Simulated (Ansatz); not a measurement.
Two G0W0 runs on ZnSeO3 (Pnma).

Symmetry: Pnma, No. 62, orthorhombic system. Conventional cell: a = 6.004 Å, b = 7.810 Å, c = 5.136 Å, α = 90.00°, β = 90.00°, γ = 90.00°. Nearest to Zn lie 6 O at 2.03 to 2.34 Å. Se has 3 O at 1.72 to 1.73 Å nearest. O has 1 Se at 1.73 Å and 2 Zn at 2.03 to 2.34 Å nearest. Nearest to O lie 1 Se at 1.72 Å and 2 Zn at 2.21 Å. Farther neighbours and most contacts between anions are not listed.

```xyz
20
Lattice="6.0040 0.0000 0.0000 0.0000 7.8105 0.0000 0.0000 0.0000 5.1358" Properties=species:S:1:pos:R:3 pbc="T T T"
Zn    0.0000    3.9052    2.5679
Zn    3.0020    3.9052    0.0000
Zn    3.0020    0.0000    0.0000
Zn    0.0000    0.0000    2.5679
Se    5.7745    5.8579    0.0654
Se    3.2315    1.9526    2.6333
Se    2.7725    5.8579    2.5025
Se    0.2295    1.9526    5.0704
O     1.1747    3.2852    4.4963
O     1.8273    4.5253    1.9284
O     4.1767    0.6201    3.2074
O     4.8293    7.1904    0.6395
O     4.8293    4.5253    0.6395
O     4.1767    3.2852    3.2074
O     1.8273    7.1904    1.9284
O     1.1747    0.6201    4.4963
O     0.4647    1.9526    1.6396
O     2.5373    5.8579    4.2075
O     3.4667    1.9526    0.9283
O     5.5393    5.8579    3.4962
```

The cell is the Materials Project's (PBE, PBE+U or r2SCAN) relaxed one; the ions were relaxed with r2SCAN.

The first (Ansatz 0.2.0; start r2SCAN, 4×2×4 mesh, 718 empty bands, screening to 120 eV, hard PAW files; 1 × NVIDIA GB200 (shared by 2 runs) with 16 threads of Arm Neoverse V2, shared host) gave, on its mesh: starting gap 4.17 eV, G0W0 gap 5.59 eV, RPA ε∞ (mean) 3.81, 2.4 min.

Question: The second changes mesh from 4×2×4 to 4×4×4. What does it give?

It gave: starting gap 4.17 eV, G0W0 gap 5.59 eV, RPA ε∞ (mean) 3.81, 5.2 min. The G0W0 gap moves by −0.001 eV, +0.00 eV from the start and −0.001 eV from the correction. Σc changes by −0.01 eV at the valence top and +0.01 eV at the conduction bottom, and Σx − Vxc between them by −0.02 eV.

Limits: not at the basis limit; d shell near the gap, gap tends to lie low; no spin-orbit coupling; coarse k mesh.

[Paths, hosts, dates, memory and timing lines, banners, echoed tables and standing remarks are left out of the program output.]

[Logs are printed without paths, hosts, clocks, repeated set-up lines and the standing remarks that a program may print on its own settings, such as how far it seeks lower states.]

[Runs of the session that timed out or met a known fault of the program may be left out.]

[Cells called generated may have been cut or substituted from an entry of the Crystallography Open Database or the Materials Project.]

[Hosts, paths, dates, database ids (printed as entryN), source tags and the programs' standing remarks are cut or masked in the printed files.]
